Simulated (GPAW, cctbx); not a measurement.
# Cs2LiRhI6: what bonding does to one electron reflection, worked out

Cs2LiRhI6, Fm-3m (no. 225), a = 11.6356 Å, b = 11.6356 Å, c = 11.6356 Å, α = 90.00°, β = 90.00°, γ = 90.00°.

```
atom  mult.    x    y       z
 Cs1      8  1/4  3/4     3/4
  I1     24    0    0  0.7649
 Rh1      4    0    0       0
 Li1      4  1/2    0       0
```

The cell comes from substitution in a known structure type and wasn't matched to any measured phase.

A DFT run (GPAW, PBE, 550 eV, 3×3×3 k-points, Fermi–Dirac width 0.05 eV) gives the static X-ray structure factor of 022 as 194.925 e for the conventional cell; superposed free atoms give 196.351 e. **Problem.** Find the Fourier component V of the crystal potential and the two-beam extinction distance at 80 kV in both cases.

## Step 1: Geometry

The cell volume is Ω = 1575.31 Å³ and d(022) = 4.1138 Å, so g = 1/d = 0.2431 Å⁻¹.

## Step 2: The nuclei

Electrons feel nuclei as well as electrons, so the nuclear charges are summed with the same phases.

Phase sums Σ exp(2πi h·x), turned so that the total is real and positive: Cs +8.000, I -7.719, Rh +4.000, Li +4.000. Then F_Z = 55 × (+8.000) + 53 × (-7.719) + 45 × (+4.000) + 3 × (+4.000) = 222.89 e. The electron term has the same sign for this reflection.

## Step 3: Mott–Bethe

Poisson's equation, term by term, gives V = (e/4πε₀)(F_Z − F)/(πΩg²), with e/4πε₀ = 14.3996 V Å.

The prefactor is 14.3996 × 4.1138²/(π × 1575.31) = 0.04924 V per electron. Free atoms: (222.89 − 196.351) × 0.04924 = 1.307 V. Crystal: (222.89 − 194.925) × 0.04924 = 1.377 V. F changes by -0.73 % and V by +5.4 %: the same 1.43 e is measured against F_Z − F = 26.5 e in place of F = 196.4 e.

## Step 4: Extinction distance

In the two-beam case ξ = 1/(λU) with U = 2γm₀eV/h², that is ξ = 150.41 V Å²/(γλV).

At 80 kV, λ = 0.04176 Å and γ = 1.1566. Free atoms: ξ = 2383 Å. Crystal: ξ = 2262 Å. The thickness fringes go as sin²(πt/ξ), so the two patterns slip by a quarter of a period when t|1/ξ₁ − 1/ξ₀| = 1/4, at t ≈ 1109 nm, thicker than usual samples. Thermal motion, absorption and many-beam coupling, left out here, change a real pattern.

## Step 5: Answer

V(022) is 1.38 V against 1.31 V, and ξ is 2262 against 2383 Å. Limits: static atoms, two beams.

[Outputs are excerpts: Python notices, other lines and further rows are left out; steps that failed or that the build refused (PBEsol, TPSS) are not shown.]

[Logs are printed without paths, hosts, clocks, repeated set-up lines and the standing remarks that a program may print on its own settings, such as how far it seeks lower states.]
